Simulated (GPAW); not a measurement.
# How the form of the self-energy moves the gap of Ga2AsP (R3m)

Aim: compare treatments of exchange, screening and correlation for the gap of Ga2AsP (R3m).

Main program and level: GPAW 26.7.0; LDA and many-body steps on it, plane waves.

### 1. The starting structure

Symmetry: R3m, No. 160, trigonal system. Conventional cell: a = 3.930 Å, b = 3.930 Å, c = 19.252 Å, α = 90.00°, β = 90.00°, γ = 120.00°. Nearest to Ga lie 3 P at 2.39 Å and 1 As at 2.45 Å. Nearest to Ga lie 1 P at 2.36 Å and 3 As at 2.42 Å. Nearest to P lie 4 Ga at 2.36 to 2.39 Å. As has 4 Ga at 2.42 to 2.45 Å nearest. Farther neighbours are not listed.

Structure file:

```xyz
4
Lattice="1.9651 1.1346 6.4173 -1.9651 1.1346 6.4173 0.0000 -2.2691 6.4173" Properties=species:S:1:pos:R:3 pbc="T T T"
Ga    0.0000    0.0000   19.2047
Ga    0.0000    0.0000    9.6739
P     0.0000    0.0000   12.0324
As    0.0000    0.0000    2.4052
```

The cell and positions are those that the Materials Project relaxed with its own functionals (PBE, PBE+U or r2SCAN), kept fixed.

### 2. Empty states on the mesh, 4×4×4 mesh, 204 bands

This step: GPAW 26.7.0; DFT, LDA, plane waves, PAW.

The sums over transitions need many empty states on a uniform mesh; this step solves for them.

run.py

```python
import json
import numpy as np
from gpaw.mpi import world
from gpaw import GPAW

calc = GPAW('gs.gpw').fixed_density(kpts={'size': (4, 4, 4), 'gamma': True},
    parallel={'domain': 1, 'band': 1},
    txt='nscf.txt')
calc.diagonalize_full_hamiltonian(nbands=204)
calc.write('full.gpw', mode='all')
res = {}
kpts = calc.get_ibz_k_points()
res['kpts'] = kpts
res['eigenvalues'] = [calc.get_eigenvalues(kpt=k) for k in range(len(kpts))]
res['n_electrons'] = calc.get_number_of_electrons()

if world.rank == 0:
    with open('result.json', 'w') as f:
        json.dump(res, f, default=lambda x: x.tolist())
```

The run is started by

```
mpirun -n 4 gpaw python run.py
```

Numbers of over 12 decimals in the logs are rounded to 6 here.

The log of the run:

```text
Diagonalizing LCAO Hamiltonian
Converting LCAO to pw mode
convergence criteria:
- Maximum integral of absolute [eigenst]ate change: 4e-08 eV^2 / valence electron
maximum number of iterations: 100

SCF iterations
|iter     |     time |      energy | eigst |  dens |
|iter:   1|  |             | +0.58 |       |
|iter:   2|  |             | -1.18 |       |
|iter:   3|  |             | -2.59 |       |
|iter:   4|  |             | -3.91 |       |
|iter:   5|  |             | -5.03 |       |
|iter:   6|  |             | -6.25 |       |
|iter:   7|  |             | -7.27 |       |
|iter:   8|  |             | -7.87c|       |
SCF steps: 8
  __  _  _
 | _ |_)|_||  |
 |__||  | ||/\| - 26.7.0

Input parameters:
  mode=PW(ecut=450.000000),
  convergence={'density': 1e-06, 'bands': -3},
  gpts=array([35, 35, 35]),
  kpts=MonkhorstPack(size=(4, 4, 4), gamma=True),
  maxiter=100,
  nbands=16,
  occupations=Occupations(name='fermi-dirac', width=0.001, fixmagmom=False),
  parallel={'domain': 1, 'band': 1},
  xc=XC(name='LDA')
Matrix size: 1867x1867
# Writing to full.gpw (mode='all')
  [... matrices ...]

timing:  # [seconds]
  Total: 27.425  # ━━━━━━━━━━━━━━━━━━━━━━━━━━━━━━━━━━━━━━━━━━━━━━━━━━━━━━━━━━
```

Elapsed: 33 s, on 4 MPI ranks of Arm Neoverse V2, shared host; peak memory 2 GiB.

This step gave:

| Property | Result |
| --- | --- |
| gap | 0.8630 eV |
| k of the valence top | 0, 0, 0 |
| k of the conduction bottom | 0, 0, 0 |
| least direct gap | 0.8630 eV |
| k points computed | 13 |
| lowest point of the top converged band, above the valence top | 90.1694 eV |

On this mesh the gap is 0.863 eV.

### 3. G0W0, Godby-Needs plasmon pole

Now the one-shot GW correction: screening in the RPA, then the self-energy of the levels asked for.

This step: G0W0 on LDA, plane waves, PAW.

run.py

```python
import json
import numpy as np
from gpaw.mpi import world
from gpaw.response.g0w0 import G0W0

gw = G0W0('full.gpw',
    filename='gw',
    kpts=[0],
    bands=(6, 10),
    ecut=60,
    nbands=90,
    integrate_gamma='WS',
    ppa=True)
gw.calculate()
res = {mode: {k: v for k, v in r.items() if k != 'sigma_eskwn'}
       for mode, r in gw.all_results.items()}

if world.rank == 0:
    with open('result.json', 'w') as f:
        json.dump(res, f, default=lambda x: x.tolist())
```

The run is started by

```
mpirun -n 4 gpaw python run.py
```

The log of the run:

```text
Using integrator: PointIntegrator
FrequencyGridDescriptor(from 0.000+0.000j to 0.000+27.211j eV, 2 points)
Nonperiodic BCs:  [False False False]
Using integrator: PointIntegrator
FrequencyGridDescriptor(from 0.000+0.000j to 0.000+27.211j eV, 2 points)
Nonperiodic BCs:  [False False False]
  ___  _ _ _
 |   || | | |
 | | || | | |
 |__ ||_____|
 |___|

BZ k-points: Symmetries present (total): 6

  [... matrices ...]
64 k-points: 4 x 4 x 4 Monkhorst-Pack grid + [1/8,1/8,1/8]
13 k-points in the irreducible part of the Brillouin zone
       k-points in crystal coordinates                weights
   0:     0.00000000    0.00000000    0.00000000          1/64
   1:     0.25000000    0.00000000   -0.25000000          6/64
   2:     0.25000000    0.00000000    0.00000000          6/64
   3:     0.25000000    0.25000000   -0.25000000          6/64
   4:     0.25000000    0.25000000    0.00000000          6/64
   5:     0.25000000    0.25000000    0.25000000          2/64
   6:     0.50000000    0.00000000    0.00000000          3/64
   7:     0.50000000    0.25000000   -0.25000000          6/64
   8:     0.50000000    0.25000000    0.00000000         12/64
   9:     0.50000000    0.25000000    0.25000000          6/64
          ...
  12:     0.50000000    0.50000000    0.50000000          1/64

Distributing spins, k-points and bands (1 x 1 x 4) over 4 processes
Number of blocks: 1

Quasi particle states:
k-points (IBZ indices): [0]
Band range: (6, 10)
  [... matrices ...]
Computational parameters:
Plane wave cut-off: 60 eV
Number of bands: 90
Coulomb cutoff: None
Broadening: 0.1 eV

fxc modes: GW
Kernel: RPA
Using Godby-Needs plasmon-pole approximation:
  Fitting energy: i*E0, E0 = 1.000 Hartree
Summing all q:

Calculating screened Coulomb potential
No Coulomb truncation
FrequencyGridDescriptor(from 0.000+0.000j to 0.000+27.211j eV, 2 points)
Removing empty qpoint cache files...

Calculating chi0 body with:
    Ground state adapter containing:
    Number of spins: 1
    Number of kpoints: 64
    Number of irreducible kpoints: 13
    Number of completely occupied states: 8
    Number of partially occupied states: 8
    Occupied states memory: 5.233765 M / cpu

    Linear response parametrization:
    q_c: [0.0, 0.0, 0.0]
    Number of frequency points: 2
    Planewave cutoff: 60.0
    Number of bands: 90
    Number of planewaves: 99
    Broadening (eta): 1e-06
    comm.size: 4
    kncomm.size: 4
    blockcomm.size: 1

    Memory estimate of potentially large arrays:
        chi0_wGG: 0.299103 M / cpu
Integrating chi0 body.

Symmetries of q_c:
    Direct symmetries (Uq -> q): 6
    Indirect symmetries (TUq -> q): 6
In total 12 allowed symmetries.

  [... matrices ...]
13 groups of equivalent kpoints. 79.6875% reduction.

Integral kind: response function
Integrating chi0 head and wings.

Symmetries of q_c:
    Direct symmetries (Uq -> q): 6
    Indirect symmetries (TUq -> q): 6
In total 12 allowed symmetries.

  [... matrices ...]
13 groups of equivalent kpoints. 79.6875% reduction.

Integral kind: response function wings

Calculating chi0 body with:
    Ground state adapter containing:
    Number of spins: 1
    Number of kpoints: 64
    Number of irreducible kpoints: 13
    Number of completely occupied states: 8
    Number of partially occupied states: 8
    Occupied states memory: 5.233765 M / cpu

[... the further q-points ...]

Results:
f:      Occupation numbers
eps:     KS-eigenvalues [eV]
vxc:     KS vxc [eV]
exx:     Exact exchange [eV]
sigma:   Self-energies [eV]
dsigma:  Self-energy derivatives
Z:       Renormalization factors
qp:      QP-energies [eV]

k-point 0 (0): (0.000, 0.000, 0.000)                GW
band       f     eps     vxc     exx   sigma  dsigma       Z      qp
                                                                   GW
   6   1.000   4.718 -15.170 -16.534   1.484  -0.273   0.786   4.812
   7   1.000   4.718 -15.170 -16.534   1.484  -0.273   0.786   4.812
   8   0.000   5.581 -15.727 -11.170  -3.085  -0.265   0.791   6.745
   9   0.000   5.858 -14.319  -9.770  -3.229  -0.256   0.796   6.910
```

Elapsed: 69 s, on 4 MPI ranks; peak memory 1.5 GiB.

Numbers from this step:

```yaml
g0w0_gap_on_the_points_computed: 1.933 eV
least_direct_g0w0_gap_on_the_computed_points: 1.933 eV
z_at_the_valence_top: 0.7857
z_at_the_conduction_bottom: 0.7907
starting_gap_on_the_mesh: 0.8630 eV
k_of_the_valence_top: 0, 0, 0
k_of_the_conduction_bottom: 0, 0, 0
```

The gap on the mesh goes from 0.86 eV to 1.93 eV, a correction of +1.07 eV.

### 4. One-shot HSE06

This step: one-shot HSE06 levels on LDA orbitals, plane waves, PAW.

run.py

```python
import json
import numpy as np
from gpaw.mpi import world
from gpaw.hybrids.eigenvalues import non_self_consistent_eigenvalues

dft, vxc, vxc_hyb = non_self_consistent_eigenvalues('full.gpw', 'HSE06', 6, 10, kpt_indices=[0])
res = {'dft': dft[0], 'hybrid': (dft - vxc + vxc_hyb)[0]}
if world.rank == 0:
    with open('hybrid.txt', 'w') as f:
        for k, e0, e1 in zip([0], res['dft'], res['hybrid']):
            print(k, ' '.join(f'{x:9.4f}' for x in e0), '|', ' '.join(f'{x:9.4f}' for x in e1), file=f)

if world.rank == 0:
    with open('result.json', 'w') as f:
        json.dump(res, f, default=lambda x: x.tolist())
```

The run is started by

```
mpirun -n 4 gpaw python run.py
```

The log of the run:

```text
builder.py:213: UserWarning: The angles between your unit-cell vectors are 33.6, 33.6 and 33.6 degrees.  Results may be wrong!  Please Niggli-reduce your unit-cell so that the angles are closer to 90 degrees:

  from ase.build import niggli_reduce
  niggli_reduce(atoms)
  [... matrices ...]
  warnings.warn(
builder.py:213: UserWarning: The angles between your unit-cell vectors are 33.6, 33.6 and 33.6 degrees.  Results may be wrong!  Please Niggli-reduce your unit-cell so that the angles are closer to 90 degrees:

  from ase.build import niggli_reduce
  niggli_reduce(atoms)
  [... matrices ...]
  warnings.warn(
builder.py:213: UserWarning: The angles between your unit-cell vectors are 33.6, 33.6 and 33.6 degrees.  Results may be wrong!  Please Niggli-reduce your unit-cell so that the angles are closer to 90 degrees:

  from ase.build import niggli_reduce
  niggli_reduce(atoms)
  [... matrices ...]
  warnings.warn(
builder.py:213: UserWarning: The angles between your unit-cell vectors are 33.6, 33.6 and 33.6 degrees.  Results may be wrong!  Please Niggli-reduce your unit-cell so that the angles are closer to 90 degrees:

  from ase.build import niggli_reduce
  niggli_reduce(atoms)
  [... matrices ...]
  warnings.warn(
IBZ(<points: 13, symmetries: 6>)
Occupied bands: 8
Transforming wave functions from IBZ to BZ: 0.026 seconds
Distributing wave functions and iFFT-ing to real space: 0.253 seconds
Calculating eigenvalues:
  k-points: 1
  Bands: 6-9 (inclusive)
  Seconds: 0.434 (wave-function broadcasting: 0.004 seconds)
HSE06-eigenvalue shifts:
  min: -0.136 eV
  ave: 0.320 eV
  max: 0.781 eV
```

Elapsed: 3.2 s, on 4 MPI ranks; peak memory 1 GiB; 12 s of CPU time.

This step gave:

```
starting gap on the mesh                       : 0.8630 eV
hybrid gap on the mesh                         : 1.780 eV
least direct hybrid gap on the computed points : 1.780 eV
```

### 5. G0W0, extrapolated in the cutoff

This step: G0W0 on LDA, plane waves, PAW.

run.py

```python
import json
import numpy as np
from gpaw.mpi import world
from gpaw.response.g0w0 import G0W0

gw = G0W0('full.gpw',
    filename='gw',
    kpts=[0],
    bands=(6, 10),
    ecut=100.0,
    integrate_gamma='WS',
    ppa=True,
    ecut_extrapolation=True)
gw.calculate()
res = {mode: {k: v for k, v in r.items() if k != 'sigma_eskwn'}
       for mode, r in gw.all_results.items()}

if world.rank == 0:
    with open('result.json', 'w') as f:
        json.dump(res, f, default=lambda x: x.tolist())
```

The run is started by

```
mpirun -n 4 gpaw python run.py
```

The log of the run:

```text
Using integrator: PointIntegrator
FrequencyGridDescriptor(from 0.000+0.000j to 0.000+27.211j eV, 2 points)
Nonperiodic BCs:  [False False False]
Using integrator: PointIntegrator
FrequencyGridDescriptor(from 0.000+0.000j to 0.000+27.211j eV, 2 points)
Nonperiodic BCs:  [False False False]
  ___  _ _ _
 |   || | | |
 | | || | | |
 |__ ||_____|
 |___|

BZ k-points: Symmetries present (total): 6

  [... matrices ...]
64 k-points: 4 x 4 x 4 Monkhorst-Pack grid + [1/8,1/8,1/8]
13 k-points in the irreducible part of the Brillouin zone
       k-points in crystal coordinates                weights
   0:     0.00000000    0.00000000    0.00000000          1/64
   1:     0.25000000    0.00000000   -0.25000000          6/64
   2:     0.25000000    0.00000000    0.00000000          6/64
[...]
9:     0.50000000    0.25000000    0.25000000          6/64
          ...
  12:     0.50000000    0.50000000    0.50000000          1/64

Distributing spins, k-points and bands (1 x 1 x 4) over 4 processes
Number of blocks: 1

Quasi particle states:
k-points (IBZ indices): [0]
Band range: (6, 10)
  [... matrices ...]
Computational parameters:
Extrapolating to infinite plane wave cut-off using points at:
  86.177 eV
  92.448 eV
  100.000 eV
Number of bands: 194
Coulomb cutoff: None
Broadening: 0.1 eV

fxc modes: GW
Kernel: RPA
Using Godby-Needs plasmon-pole approximation:
  Fitting energy: i*E0, E0 = 1.000 Hartree
Summing all q:

Calculating screened Coulomb potential
No Coulomb truncation
FrequencyGridDescriptor(from 0.000+0.000j to 0.000+27.211j eV, 2 points)
Removing empty qpoint cache files...

Calculating chi0 body with:
    Ground state adapter containing:
    Number of spins: 1
    Number of kpoints: 64
    Number of irreducible kpoints: 13
    Number of completely occupied states: 8
    Number of partially occupied states: 8
    Occupied states memory: 5.233765 M / cpu

    Linear response parametrization:
    q_c: [0.0, 0.0, 0.0]
    Number of frequency points: 2
    Planewave cutoff: 100.0
    Number of bands: 194
    Number of planewaves: 203
    Broadening (eta): 1e-06
    comm.size: 4
    kncomm.size: 4
    blockcomm.size: 1

    Memory estimate of potentially large arrays:
        chi0_wGG: 1.257599 M / cpu
Integrating chi0 body.

Symmetries of q_c:
    Direct symmetries (Uq -> q): 6
    Indirect symmetries (TUq -> q): 6
In total 12 allowed symmetries.

  [... matrices ...]
13 groups of equivalent kpoints. 79.6875% reduction.

Integral kind: response function
Integrating chi0 head and wings.

Symmetries of q_c:
    Direct symmetries (Uq -> q): 6
    Indirect symmetries (TUq -> q): 6
In total 12 allowed symmetries.

  [... matrices ...]
13 groups of equivalent kpoints. 79.6875% reduction.

Integral kind: response function wings

Calculating chi0 body with:
    Ground state adapter containing:
    Number of spins: 1
    Number of kpoints: 64
    Number of irreducible kpoints: 13
    Number of completely occupied states: 8
    Number of partially occupied states: 8
    Occupied states memory: 5.233765 M / cpu

[... the further q-points ...]
Extrapolating selfenergy to infinite energy cutoff:
  Performing linear fit to 3 points
  Minimum R^2 = 0.9974. (R^2 Should be close to 1)
  [... matrices ...]
Results:
f:      Occupation numbers
eps:     KS-eigenvalues [eV]
vxc:     KS vxc [eV]
exx:     Exact exchange [eV]
sigma:   Self-energies [eV]
dsigma:  Self-energy derivatives
Z:       Renormalization factors
qp:      QP-energies [eV]

k-point 0 (0): (0.000, 0.000, 0.000)                GW
band       f     eps     vxc     exx   sigma  dsigma       Z      qp
                                                                   GW
   6   1.000   4.718 -15.170 -16.534   0.786  -0.283   0.780   4.267
   7   1.000   4.718 -15.170 -16.534   0.786  -0.283   0.780   4.267
   8   0.000   5.581 -15.727 -11.170  -3.642  -0.273   0.786   6.300
   9   0.000   5.858 -14.319  -9.770  -3.661  -0.261   0.793   6.562
```

Elapsed: 3.6 min, on 4 MPI ranks; peak memory 2.1 GiB.

This step gave:

```yaml
quasiparticle_gap_on_the_points_computed: 2.033 eV
least_direct_quasiparticle_gap_on_the_computed_points: 2.033 eV
z_at_the_valence_top: 0.7796
z_at_the_conduction_bottom: 0.7857
starting_gap_on_the_mesh: 0.8630 eV
k_of_the_valence_top: 0, 0, 0
k_of_the_conduction_bottom: 0, 0, 0
gaps_at_the_cutoffs_of_the_extrapolation: 1.976, 1.982, 1.987 eV
```

Against G0W0 in GPAW (4×4×4 mesh, 90 bands, screening to 60 eV, Godby-Needs plasmon pole), the gap moves by +0.100 eV.

(Part 1 of 2 ends here.)

[Paths, hosts, dates, memory and timing lines, banners, echoed tables and standing remarks are left out of the program output.]

[Logs are printed without paths, hosts, clocks, repeated set-up lines and the standing remarks that a program may print on its own settings, such as how far it seeks lower states.]

[Runs of the session that timed out or met a known fault of the program may be left out.]

[Hosts, paths, dates, database ids (printed as entryN), source tags and the programs' standing remarks are cut or masked in the printed files.]
